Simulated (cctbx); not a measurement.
**What resolution and counting buy: Mg14ZrPb**

Space group Amm2 (no. 38), a = 10.4190 Å, b = 6.4460 Å, c = 11.2940 Å, α = 90.00°, β = 90.00°, γ = 90.00°.

```csv
atom,mult.,x,y,z,Ueq (Å²)
Pb1,2,1/2,0,0.1677,0.0025
Zr1,2,1/2,1/2,0.1732,0.0035
Mg1,4,0.7511,1/2,0.3326,0.0055
Mg2,4,0.7525,0,0.3320,0.0050
Mg3,8,0.7528,0.7468,0.0901,0.0044
Mg4,4,0,0.2479,0.4210,0.0052
Mg5,4,1/2,0.2498,0.4176,0.0054
Mg6,2,0,1/2,0.1720,0.0049
Mg7,2,0,0,0.1683,0.0041
```

This is a model crystal, built by substitution and not relaxed, with assumed displacement parameters.

Five simulated data sets (cctbx; Ag Kα, λ = 0.56087 Å; 6 % proportional error) differ in resolution or exposure (noise floor 2 counts in the first three, 8 in the last two). Each is refined with the right model, isotropic at 1.1 Å and anisotropic otherwise. How do the figures of merit and the uncertainties move?

| d min (Å) | top counts | ⟨I/σ⟩ (unmerged, absences included) | unique | param. (scale apart) | Rint | R1 | GooF | largest s.u. xyz (fractional) | s.u. U of Mg1 (Å²) | largest error (Å) |
| --- | --- | --- | --- | --- | --- | --- | --- | --- | --- | --- |
| 1.1 | 20000 | 7.0 | 349 | 24 | 0.040 | 0.0172 | 0.95 | 0.00253 | 0.0012 | 0.0245 |
| 0.84 | 20000 | 6.9 | 776 | 49 | 0.043 | 0.0169 | 0.91 | 0.00136 | 0.0013 | 0.0148 |
| 0.6 | 20000 | 6.5 | 2030 | 49 | 0.043 | 0.0181 | 0.93 | 0.00069 | 0.0005 | 0.0253 |
| 0.75 | 300 | 0.8 | 1063 | 49 | 0.305 | 0.0968 | 0.92 | 0.01458 | 0.0071 | 0.2377 |
| 0.75 | 3000 | 3.6 | 1063 | 49 | 0.067 | 0.0316 | 0.92 | 0.00266 | 0.0016 | 0.0681 |

The number of reflections grows roughly as 1/d³: 349, 776 and 2030 here. R1 follows the noise rather than the truth: at 300 counts it is 0.0968, at 3000 counts 0.0316, while GooF is 0.92 and 0.92: the weights 1/σ² carry the noise. The s.u. of U (U11 where anisotropic) for Mg1 goes 0.0012, 0.0013, 0.0005 Å² with resolution and 0.0071, 0.0016 Å² with exposure.

Hardware for the 0.6 Å refinement: 0.8 s on 1 thread of Arm Neoverse V2 (shared host), peak memory 0.09 GiB.

[Logs are printed without paths, hosts, clocks, repeated set-up lines and the standing remarks that a program may print on its own settings, such as how far it seeks lower states.]
